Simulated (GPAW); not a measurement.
# How WC (Qusongite) absorbs and reflects light

Aim: the dielectric function of WC (Qusongite), and the optical constants that follow from it.

Main program and level: GPAW 26.7.0; DFT, LDA, plane-wave PAW (GPAW data sets), scalar-relativistic, RPA, optical limit.

Report form: the programs' logs are mostly left out.

**1. The structure**

It takes space group P-6m2 (No. 187, hexagonal). The conventional cell has a = 2.907 Å, b = 2.907 Å, c = 2.837 Å, α = 90.00°, β = 90.00°, γ = 120.00°. W has 6 C at 2.20 Å nearest. Nearest to C lie 6 W at 2.20 Å. Farther neighbours are not listed.

As a file:

```cif
data_structure
_symmetry_space_group_name_H-M 'P 1'
_symmetry_Int_Tables_number 1
_cell_length_a 2.9065
_cell_length_b 2.9065
_cell_length_c 2.8366
_cell_angle_alpha 90.000
_cell_angle_beta 90.000
_cell_angle_gamma 120.000
_cell_volume 20.75
loop_
_atom_site_label
_atom_site_type_symbol
_atom_site_fract_x
_atom_site_fract_y
_atom_site_fract_z
_atom_site_occupancy
W1 W 0.00000 0.00000 0.00000 1
C2 C 0.66667 0.33333 0.50000 1
```

**2. Ground state**

The self-consistent density comes first; it also tells whether there is a gap, which decides the occupations and the need for a Drude term.

This step: DFT, LDA, plane-wave PAW (GPAW data sets), scalar-relativistic, ground state (GPAW 26.7.0).

File gs.py:

```python
from ase import Atoms
from ase.dft.bandgap import bandgap
from gpaw import GPAW, PW, FermiDirac

atoms = Atoms(['W', 'C'],
              cell=[[2.906500000000, 0.000000000000, 0.000000000000],
                    [-1.453250000000, 2.517102836100, 0.000000000000],
                    [0.000000000000, 0.000000000000, 2.836600000000]],
              scaled_positions=[[0.000000000000, 0.000000000000, 0.000000000000],
                                [0.666666666700, 0.333333333300, 0.500000000000]],
              pbc=[True, True, True])
atoms.calc = GPAW(mode=PW(500), xc='LDA', kpts={'size': (9, 9, 8), 'gamma': True},
                  occupations=FermiDirac(0.05), maxiter=150, txt='gs.txt')
print('energy (eV)', atoms.get_potential_energy())
print('Fermi level (eV)', atoms.calc.get_fermi_level())
print('valence electrons', atoms.calc.get_number_of_electrons())
print('gap (eV)', bandgap(atoms.calc, output=None)[0])
print('direct gap (eV)', bandgap(atoms.calc, direct=True, output=None)[0])
atoms.calc.write('gs.gpw')
```

Launch:

```
> OMP_NUM_THREADS=1 python gs.py
```

The job ended after 6.9 s (1 thread of Arm Neoverse V2, shared host; peak memory 0.13 GiB).

Read-outs, printed or worked out from the files:

- energy: -23.46 eV
- Fermi energy: 13.80 eV
- electrons: 18

There are states at the Fermi level within the smearing, so the occupations stay smeared and the carriers get a Drude term.

**3. Bands for the response**

The response needs many more empty bands than the density does.

This step: DFT, LDA, plane-wave PAW (GPAW data sets), scalar-relativistic, bands at fixed density (GPAW 26.7.0).

File nscf.py:

```python
from ase.dft.bandgap import bandgap
from gpaw import GPAW, FermiDirac

calc = GPAW('gs.gpw').fixed_density(kpts={'size': (15, 15, 12), 'gamma': True}, nbands=33, convergence={'bands': 27},
                                    occupations=FermiDirac(0.05), txt='nscf.txt')
print('gap (eV)', bandgap(calc, output=None)[0])
print('direct gap (eV)', bandgap(calc, direct=True, output=None)[0])
print('top band over the Fermi level (eV)', min(calc.get_eigenvalues(kpt=k)[26] for k in range(len(calc.get_ibz_k_points()))) - calc.get_fermi_level())
calc.write('full.gpw', mode='all')
```

Launch:

```
> OMP_NUM_THREADS=1 python nscf.py
```

Elapsed: 39 s, on 1 thread; peak memory 0.21 GiB.

**4. Dielectric function, RPA**

Local fields let the induced charge screen the field inside the cell, which as a rule lowers ε, most along directions where the density is uneven.

This step: DFT, LDA, plane-wave PAW (GPAW data sets), scalar-relativistic, RPA, optical limit (GPAW 26.7.0).

File df.py:

```python
from gpaw.response.df import DielectricFunction

df = DielectricFunction('full.gpw', frequencies={'type': 'nonlinear', 'domega0': 0.03, 'omega2': 8},
                        ecut=50,
                        eta=0.15,
                        nbands=27,
                        rate=0.05,
                        txt='df.txt')
for direction in ['x', 'z']:
    df.get_dielectric_function(xc='RPA', direction=direction, filename=f'df_{direction}.csv')
```

Launch:

```
> OMP_NUM_THREADS=1 python df.py
```

The job ended after 7.6 s (1 thread; peak memory 0.23 GiB).

Sum at mesh points, not converged in k. The Im ε by photon energy; read off at these points:

| photon energy (eV) | E ∥ x | E ∥ z |
| --- | --- | --- |
| 0.500 | 7.86 | 3.71 |
| 0.750 | 8.57 | 3.67 |
| 1.000 | 5.48 | 9.86 |
| 1.250 | 5.43 | 11.1 |
| 1.500 | 5.82 | 7.73 |
| 1.750 | 8.26 | 8.31 |
| 2.000 | 9.96 | 13.3 |
| 2.250 | 11.0 | 13.9 |
| 2.356 | 12.3 | 16.4 |
| 2.500 | 11.1 | 16.3 |
| 2.750 | 12.2 | 18.0 |
| 3.000 | 15.4 | 20.8 |
| 3.179 | 15.5 | 21.5 |
| 3.250 | 16.2 | 20.9 |
| 3.343 | 17.4 | 20.0 |
| 3.500 | 15.0 | 19.7 |
| 3.750 | 16.4 | 18.6 |
| 3.850 | 17.2 | 17.2 |
| 4.000 | 16.0 | 14.2 |
| 4.250 | 15.2 | 11.5 |
| 4.500 | 16.2 | 12.9 |
| 4.750 | 14.1 | 12.8 |
| 5.000 | 12.9 | 15.8 |
| 5.250 | 11.6 | 14.0 |
| 5.500 | 10.0 | 12.3 |
| 5.750 | 9.91 | 13.8 |
| 6.000 | 9.18 | 12.9 |
| 6.250 | 8.92 | 11.3 |
| 6.500 | 10.9 | 11.0 |
| 6.750 | 10.9 | 11.2 |
| 7.000 | 12.0 | 13.4 |
| 7.153 | 12.3 | 15.1 |
| 7.250 | 12.2 | 16.4 |
| 7.381 | 11.7 | 17.2 |
| 7.500 | 11.4 | 16.2 |
| 7.750 | 11.3 | 12.9 |
| 8.000 | 11.5 | 10.4 |
| 8.250 | 11.0 | 7.27 |
| 8.500 | 10.1 | 6.42 |
| 8.750 | 8.62 | 5.64 |
| 9.000 | 7.78 | 4.92 |
| 9.250 | 6.66 | 4.26 |
| 9.500 | 6.45 | 4.57 |
| 9.750 | 5.96 | 4.48 |
| 10.000 | 5.82 | 3.63 |
| 10.250 | 5.24 | 3.51 |
| 10.500 | 5.15 | 3.74 |
| 10.750 | 5.24 | 3.59 |
| 11.000 | 4.67 | 4.31 |
| 11.250 | 4.37 | 3.98 |
| 11.500 | 4.60 | 4.57 |
| 11.750 | 4.23 | 5.06 |
| 12.000 | 3.47 | 4.89 |
| 12.250 | 2.80 | 4.74 |
| 12.500 | 2.22 | 4.75 |
| 12.750 | 2.06 | 4.90 |
| 13.000 | 1.83 | 4.07 |
| 13.250 | 1.82 | 3.74 |
| 13.500 | 1.84 | 3.60 |
| 13.750 | 1.71 | 3.41 |

Values under 1 per cm are given as 1; sum at mesh points, not converged in k. Absorption coefficient against photon energy:

| photon energy (eV) | E ∥ x (1/cm) | E ∥ z (1/cm) |
| --- | --- | --- |
| 0.492 | 1.4e5 | 28072 |
| 1.010 | 79590 | 1.1e5 |
| 1.486 | 1.0e5 | 1.4e5 |
| 1.985 | 2.4e5 | 3.0e5 |
| 2.508 | 3.4e5 | 4.5e5 |
| 3.018 | 5.7e5 | 7.2e5 |
| 3.510 | 7.2e5 | 9.3e5 |
| 3.980 | 9.2e5 | 1.0e6 |
| 4.516 | 1.1e6 | 9.3e5 |
| 4.981 | 1.2e6 | 1.2e6 |
| 5.515 | 1.1e6 | 1.2e6 |
| 6.021 | 1.1e6 | 1.5e6 |
| 6.494 | 1.3e6 | 1.4e6 |
| 6.985 | 1.5e6 | 1.6e6 |
| 7.496 | 1.8e6 | 2.4e6 |
| 8.026 | 2.0e6 | 2.5e6 |
| 8.516 | 2.3e6 | 2.2e6 |
| 9.023 | 2.2e6 | 2.1e6 |
| 9.483 | 2.1e6 | 1.8e6 |
| 10.026 | 2.2e6 | 1.8e6 |
| 10.519 | 2.1e6 | 1.7e6 |
| 11.029 | 2.3e6 | 1.8e6 |
| 11.479 | 2.3e6 | 1.8e6 |
| 12.023 | 2.5e6 | 2.1e6 |
| 12.504 | 2.2e6 | 2.2e6 |
| 13.000 | 2.0e6 | 2.4e6 |
| 13.512 | 1.9e6 | 2.4e6 |

Sum at mesh points, not converged in k. Im ε, E ∥ x against photon energy; read off at these points:

| photon energy (eV) | without local fields | with local fields |
| --- | --- | --- |
| 0.500 | 7.88 | 7.86 |
| 0.750 | 8.62 | 8.57 |
| 1.000 | 5.53 | 5.48 |
| 1.250 | 5.48 | 5.43 |
| 1.500 | 5.91 | 5.82 |
| 1.750 | 8.39 | 8.26 |
| 2.000 | 10.1 | 9.96 |
| 2.250 | 11.1 | 11.0 |
| 2.356 | 12.4 | 12.3 |
| 2.500 | 11.2 | 11.1 |
| 2.750 | 12.4 | 12.2 |
| 3.000 | 15.6 | 15.4 |
| 3.250 | 16.3 | 16.2 |
| 3.343 | 17.4 | 17.4 |
| 3.500 | 14.9 | 15.0 |
| 3.750 | 16.4 | 16.4 |
| 3.807 | 17.1 | 17.2 |
| 4.000 | 15.9 | 16.0 |
| 4.250 | 15.0 | 15.2 |
| 4.500 | 15.8 | 16.2 |
| 4.750 | 13.6 | 14.1 |
| 5.000 | 12.3 | 12.9 |
| 5.250 | 11.2 | 11.6 |
| 5.500 | 9.70 | 10.0 |
| 5.750 | 9.70 | 9.91 |
| 6.000 | 9.24 | 9.18 |
| 6.250 | 9.03 | 8.92 |
| 6.500 | 11.0 | 10.9 |
| 6.750 | 11.0 | 10.9 |
| 7.000 | 12.2 | 12.0 |
| 7.153 | 12.6 | 12.3 |
| 7.210 | 12.6 | 12.3 |
| 7.250 | 12.4 | 12.2 |
| 7.500 | 11.8 | 11.4 |
| 7.750 | 11.9 | 11.3 |
| 8.000 | 12.1 | 11.5 |
| 8.250 | 11.6 | 11.0 |
| 8.500 | 10.4 | 10.1 |
| 8.750 | 8.83 | 8.62 |
| 9.000 | 8.01 | 7.78 |
| 9.250 | 6.83 | 6.66 |
| 9.500 | 6.59 | 6.45 |
| 9.750 | 6.03 | 5.96 |
| 10.000 | 5.82 | 5.82 |
| 10.250 | 5.20 | 5.24 |
| 10.500 | 5.15 | 5.15 |
| 10.750 | 5.22 | 5.24 |
| 11.000 | 4.64 | 4.67 |
| 11.250 | 4.32 | 4.37 |
| 11.500 | 4.51 | 4.60 |
| 11.750 | 4.11 | 4.23 |
| 12.000 | 3.31 | 3.47 |
| 12.250 | 2.67 | 2.80 |
| 12.500 | 2.14 | 2.22 |
| 12.750 | 2 | 2.06 |
| 13.000 | 1.83 | 1.83 |
| 13.250 | 1.81 | 1.82 |
| 13.500 | 1.90 | 1.84 |
| 13.750 | 1.83 | 1.71 |

The reflectivity at normal incidence has structure finer than the step of the table below, so its rows give means over 0.5 eV, whole bins alone (the curve runs from 0.305 to 14.0 eV). Peaks (eV: height): E ∥ x 3.34: 46.2, 4.61: 46.9, 8.70: 51.6, 12.34: 58.4; E ∥ z 0.98: 45.6, 3.18: 50.0, 5.08: 46.0, 5.92: 46.8, 8.15: 61.8.

Sum at mesh points, not converged in k. The reflectivity at normal incidence by photon energy; means over each step:

| photon energy (eV) | E ∥ x (%) | E ∥ z (%) |
| --- | --- | --- |
| 1.0 | 33.4 | 44.3 |
| 1.5 | 38.5 | 42.4 |
| 2.0 | 41.6 | 45.6 |
| 2.5 | 41.9 | 47.1 |
| 3.0 | 44.6 | 49.1 |
| 3.5 | 44.4 | 49.0 |
| 4.0 | 45.1 | 44.9 |
| 4.5 | 45.8 | 40.3 |
| 5.0 | 43.4 | 44.4 |
| 5.5 | 39.7 | 42.9 |
| 6.0 | 36.3 | 44.7 |
| 6.5 | 37.5 | 40.8 |
| 7.0 | 41.4 | 43.5 |
| 7.5 | 43.8 | 54.5 |
| 8.0 | 46.2 | 59.9 |
| 8.5 | 50.2 | 57.4 |
| 9.0 | 50.6 | 53.6 |
| 9.5 | 48.1 | 45.6 |
| 10.0 | 47.3 | 43.8 |
| 10.5 | 45.7 | 34.8 |
| 11.0 | 47.5 | 31.3 |
| 11.5 | 47.4 | 31.2 |
| 12.0 | 54.7 | 36.4 |
| 12.5 | 56.4 | 38.3 |
| 13.0 | 50.7 | 43.4 |
| 13.5 | 42.7 | 42.9 |

The loss function −Im 1/ε at q → 0 has structure finer than the step of the table below, so its rows give means over 0.25 eV, whole bins alone (the curve runs from 0.305 to 14.0 eV). Peaks (eV: height): E ∥ x 0.556: 0.143; E ∥ z 0.367: 0.138, 6.602: 0.0916, 10.735: 0.269.

Sum at mesh points, not converged in k. The loss function −Im 1/ε at q → 0 by energy loss; means over each step:

| energy loss (eV) | E ∥ x | E ∥ z |
| --- | --- | --- |
| 0.50 | 0.0804 | 0.0444 |
| 0.75 | 0.0656 | 0.00884 |
| 1.00 | 0.0354 | 0.0149 |
| 1.25 | 0.0228 | 0.0207 |
| 1.50 | 0.0182 | 0.0216 |
| 1.75 | 0.0202 | 0.0145 |
| 2.00 | 0.0270 | 0.0227 |
| 2.25 | 0.0275 | 0.0219 |
| 2.50 | 0.0317 | 0.0271 |
| 2.75 | 0.0287 | 0.0288 |
| 3.00 | 0.0348 | 0.0322 |
| 3.25 | 0.0384 | 0.0389 |
| 3.50 | 0.0468 | 0.0444 |
| 3.75 | 0.0448 | 0.0516 |
| 4.00 | 0.0521 | 0.0676 |
| 4.25 | 0.0559 | 0.0728 |
| 4.50 | 0.0575 | 0.0636 |
| 4.75 | 0.0694 | 0.0608 |
| 5.00 | 0.0768 | 0.0580 |
| 5.25 | 0.0847 | 0.0689 |
| 5.50 | 0.0953 | 0.0748 |
| 5.75 | 0.0962 | 0.0683 |
| 6.00 | 0.101 | 0.0769 |
| 6.25 | 0.0940 | 0.0871 |
| 6.50 | 0.0821 | 0.0890 |
| 6.75 | 0.0833 | 0.0833 |
| 7.00 | 0.0794 | 0.0704 |
| 7.25 | 0.0817 | 0.0609 |
| 7.50 | 0.0874 | 0.0590 |
| 7.75 | 0.0883 | 0.0646 |
| 8.00 | 0.0863 | 0.0671 |
| 8.25 | 0.0866 | 0.0796 |
| 8.50 | 0.0899 | 0.0964 |
| 8.75 | 0.0973 | 0.109 |
| 9.00 | 0.107 | 0.125 |
| 9.25 | 0.118 | 0.155 |
| 9.50 | 0.128 | 0.174 |
| 9.75 | 0.134 | 0.169 |
| 10.00 | 0.138 | 0.199 |
| 10.25 | 0.147 | 0.244 |
| 10.50 | 0.157 | 0.245 |
| 10.75 | 0.151 | 0.263 |
| 11.00 | 0.155 | 0.234 |
| 11.25 | 0.168 | 0.241 |
| 11.50 | 0.163 | 0.218 |
| 11.75 | 0.147 | 0.196 |
| 12.00 | 0.148 | 0.193 |
| 12.25 | 0.152 | 0.195 |
| 12.50 | 0.178 | 0.196 |
| 12.75 | 0.208 | 0.180 |
| 13.00 | 0.252 | 0.189 |
| 13.25 | 0.307 | 0.205 |
| 13.50 | 0.335 | 0.210 |
| 13.75 | 0.404 | 0.215 |

Optical constants at common wavelengths, from n + ik = √ε:

| wavelength (nm) | n x | k x | R (%) x | 1/α x | n z | k z | R (%) z | 1/α z |
| --- | --- | --- | --- | --- | --- | --- | --- | --- |
| 1064 | 3.76 | 0.705 | 35.1 | 120 nm | 4.71 | 1.052 | 44.1 | 81 nm |
| 800 | 4.21 | 0.741 | 39.2 | 86 nm | 4.34 | 0.793 | 40.4 | 80 nm |
| 633 | 4.22 | 1.215 | 41.2 | 41 nm | 4.72 | 1.502 | 46.0 | 34 nm |
| 450 | 4.37 | 1.413 | 43.3 | 25 nm | 4.58 | 1.970 | 47.7 | 18 nm |
| 405 | 4.12 | 1.848 | 44.4 | 17 nm | 4.38 | 2.379 | 49.4 | 14 nm |
| 308 | 3.50 | 2.285 | 45.0 | 11 nm | 2.89 | 2.392 | 44.6 | 10 nm |
| 193 | 2.80 | 1.826 | 37.0 | 8.4 nm | 2.55 | 2.201 | 41.5 | 7.0 nm |

In reflection the computed colour is light grey: x = 0.308, y = 0.326, luminous reflectivity 44 %.

**5. Outcome**

What this shows: At this level (LDA, RPA) WC is a metal. The mesh is too coarse to trust the carriers' weight, the reflectivity or the colour to better than tens of per cent. In reflection the computed colour is light grey: x = 0.308, y = 0.326, luminous reflectivity 44 %. The carriers' damping of 0.05 eV is typed, not computed; it shapes the response at the lowest energies. Spin-orbit coupling is left out although heavy atoms are present. In this version of GPAW the matrix elements of the optical limit are incomplete, which can lower ε − 1 by up to a tenth where first-row anions or d states rule, and shift it by more in d metals. GPAW's carrier term has the form −ωp²/(ω + i·rate)², which damps like twice the rate and fails at low energy, so the curves leave the lowest energies out. The sum runs over mesh points 0.18 Å⁻¹ apart with no interpolation, so peaks are partly noise of the mesh, and the Drude plasma energy, a sum over the Fermi surface, isn't converged.

[Machine, clock and banner lines and Python warnings are left out of the logs.]

[Logs are printed without paths, hosts, clocks, repeated set-up lines and the standing remarks that a program may print on its own settings, such as how far it seeks lower states.]

[Hosts, paths, dates, database ids (printed as entryN), source tags and the programs' standing remarks are cut or masked in the printed files.]
